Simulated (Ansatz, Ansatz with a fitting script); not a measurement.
Planning a run of Ansatz 0.2.0 on K2MgH4 (I4/mmm). The input:

```yaml
crystal:
  lattice:
    - [-1.9627328808, 1.9627328808, 6.6097622924]
    - [1.9627328808, -1.9627328808, 6.6097622924]
    - [1.9627328808, 1.9627328808, -6.6097622924]
  atoms:
    - { symbol: K, position: [0.3559475401, 0.3559475401, 0.0] }
    - { symbol: K, position: [0.6440524599, 0.6440524599, 0.0] }
    - { symbol: Mg, position: [0.0, 0.0, 0.0] }
    - { symbol: H, position: [0.1500527483, 0.1500527483, 0.0] }
    - { symbol: H, position: [0.8499472517, 0.8499472517, 0.0] }
    - { symbol: H, position: [0.5, 0.0, 0.5] }
    - { symbol: H, position: [0.0, 0.5, 0.5] }
kpoints:
  mp_grid: { grid: [4, 4, 4] }
hamiltonian:
  xc: hse06
  pseudopotentials: { kind: paw, source: ansatz }
  dispersion: d3bj
scf:
  occupations: { method: fixed }
  n_extra_bands: 6
  lower_state_search: "off"
  convergence: { dr2_threshold: 1.0e-09 }
output:
  eigenvalues: true
```

```sh
ansatz run input.yaml --threads 8 --pin off --max-ram 18432MiB --backend cpu --events-out ev --progress --plain --runs-dir out
```

How long will it take on 8 threads of Arm Neoverse V1, shared host, and how much memory?

It took 29 s; on shared hardware allow 14 s to 57 s. Peak host memory was 6.6 GiB. The sizes that set the cost: 5231 plane waves a state, 13 irreducible k points and 14 SCF cycles.

Exact exchange couples every pair of k points and filled bands, so it costs far more than a semilocal run.

[Paths, hosts, dates, memory and timing lines, banners, echoed tables and standing remarks are left out of the program output.]

[Logs are printed without paths, hosts, clocks, repeated set-up lines and the standing remarks that a program may print on its own settings, such as how far it seeks lower states.]

[Runs of the session that timed out or met a known fault of the program may be left out.]

[Hosts, paths, dates, database ids (printed as entryN), source tags and the programs' standing remarks are cut or masked in the printed files.]
